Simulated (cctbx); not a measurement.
## Solving a structure by charge flipping

Cell a = 4.7760 Å, b = 4.7760 Å, c = 23.8700 Å, α = 90.00°, β = 90.00°, γ = 120.00°; space group R-3m (no. 166); content I6 Ag3 Rb3.

Simulated single-crystal data (cctbx): synchrotron X-rays, λ = 0.6889 Å, to d = 0.84 Å, 70 % of the full sphere, strongest reflection 40000 counts, noise from counting, a 3 % proportional error and a noise floor of 4 counts (s.d.); no absorption.

Charge flipping in P1 on plain amplitudes to 0.84 Å, δ = 1 σ, 10 % of the reflections treated as weak, 200 cycles:

```text
cycle      R  skewness
    0  0.525     0.56
   16  0.246     5.70
   32  0.205     5.45
   48  0.212     5.36
   64  0.201     5.32
   80  0.193     5.25
   96  0.185     5.14
  112  0.196     5.14
  128  0.183     5.13
  144  0.182     5.11
  160  0.187     5.16
  176  0.196     5.16
  192  0.181     5.11
origin shift          correlation  skewness
 0.166  0.724  0.324      0.894      3.74
 0.166  0.724  0.449      0.891      5.01
 0.166  0.724  0.074      0.893      5.00
 0.167  0.723  0.199      0.892      4.37
taken: symmetry correlation 0.891, skewness 5.01
peak      x       y       z  mult  height/sigma
Q1    0.0000  0.0000  0.2612    6     13.8
Q2    0.0000  0.0000  0.0000    3     12.1
Q3    0.0000  0.0000  0.5000    3      6.5
Q4    0.0965  0.1931  0.8483   18      2.0
Q5    0.1027  0.2053  0.5985   18      1.5
Q6    0.1075  0.2151  0.0995   18      1.3
Q7    0.0173  0.5086  0.9175   18      1.2
Q8    0.0312  0.5156  0.6648   18      1.1
```

The origin is taken among those within 0.04 of the best correlation, by the skewness of the map.

Run time: 0.5 s on 1 thread of Arm Neoverse N1 (shared host), peak memory 0.08 GiB.

**Question.** Which peaks are atoms, and which elements?

Heights go roughly as Z and multiplicities must add up to the content. First model: Q1 = I1 (6 in the cell, height 13.8), Q2 = Ag1 (3 in the cell, height 12.1) and Q3 = Rb1 (3 in the cell, height 6.5). Against the true structure, Q1 is I, Q2 is Ag and Q3 is Rb; the other peaks are not atoms.

Least squares on F², isotropic:

```text
Rint 0.022, 131 unique reflections to 0.84 A
cycle     R1     wR2    GooF  max shift (A)
   1  0.5537  0.8563  39.618   0.11747
   3  0.0290  0.1051   4.861   0.00000
final R1 0.0290 wR2 0.1051 GooF 4.861  parameters 4  data/parameter 32.8
atom        x        y        z      Ueq    occ   su(xyz)  su(Uiso or U11)
I1     0.00000  0.00000  0.25619   0.0197  1.000  0.00005  0.0007
Ag1    0.00000  0.00000  0.00000   0.0151  1.000  0.00000  0.0007
Rb1    0.00000  0.00000  0.50000   0.0257  1.000  0.00000  0.0008
difference map: max 2.01 min -2.67 rms 0.25
Q1    0.0000  0.0000  0.0251    6    2.01  0.60 A from Ag1
Q2    0.0663  0.1326  0.7427   18    1.54  0.55 A from I1
Q3    0.0000  0.0000  0.4710    6    0.83  0.69 A from Rb1
Q4    0.0000  0.0000  0.2081    6    0.76  1.15 A from I1
Q5    0.0895  0.1790  0.1410   18    0.43  2.11 A from Rb1
```

Anisotropic refinement:

```text
Rint 0.022, 131 unique reflections to 0.84 A
cycle     R1     wR2    GooF  max shift (A)
   1  0.0290  0.1051   4.921   0.00030
   2  0.0094  0.0204   0.954   0.00001
final R1 0.0094 wR2 0.0204 GooF 0.954  parameters 7  data/parameter 18.7
atom        x        y        z      Ueq    occ   su(xyz)  su(Uiso or U11)
I1     0.00000  0.00000  0.25620   0.0195  1.000  0.00001  0.0002
Ag1    0.00000  0.00000  0.00000   0.0161  1.000  0.00000  0.0002
Rb1    0.00000  0.00000  0.50000   0.0269  1.000  0.00000  0.0002
difference map: max 0.29 min -0.37 rms 0.08
Q1    0.0889  0.1778  0.6553   18    0.30  2.04 A from Ag1
Q2    0.0000  0.0000  0.2161    6    0.28  0.96 A from I1
Q3    0.1079  0.5539  0.1559   18    0.28  0.97 A from Rb1
Q4    0.0783  0.1565  0.1495   18    0.24  2.15 A from Rb1
Q5    0.0000  0.0000  0.4590    6    0.24  0.98 A from Rb1
Q6    0.1105  0.2210  0.7445   18    0.22  0.91 A from I1
```

**Reading.** The refinement ends at R1 = 0.0094, wR2 = 0.0204, GooF = 0.95, with difference density between -0.37 and 0.29 e/Å³. Every site matches the true model in element, within 0.001 Å r.m.s., up to an allowed shift of origin.

True model:

| atom | mult. | x | y | z | Ueq (Å²) |
| --- | --- | --- | --- | --- | --- |
| I1 | 6 | 1/3 | 2/3 | 0.9229 | 0.0194 |
| Ag1 | 3 | 0 | 0 | 0 | 0.0160 |
| Rb1 | 3 | 2/3 | 1/3 | 5/6 | 0.0268 |

The model is made up (kin elements in a known structure type, no relaxation), so it says nothing on whether the phase exists.

[Middle refinement cycles are left out of these outputs.]

[Logs are printed without paths, hosts, clocks, repeated set-up lines and the standing remarks that a program may print on its own settings, such as how far it seeks lower states.]
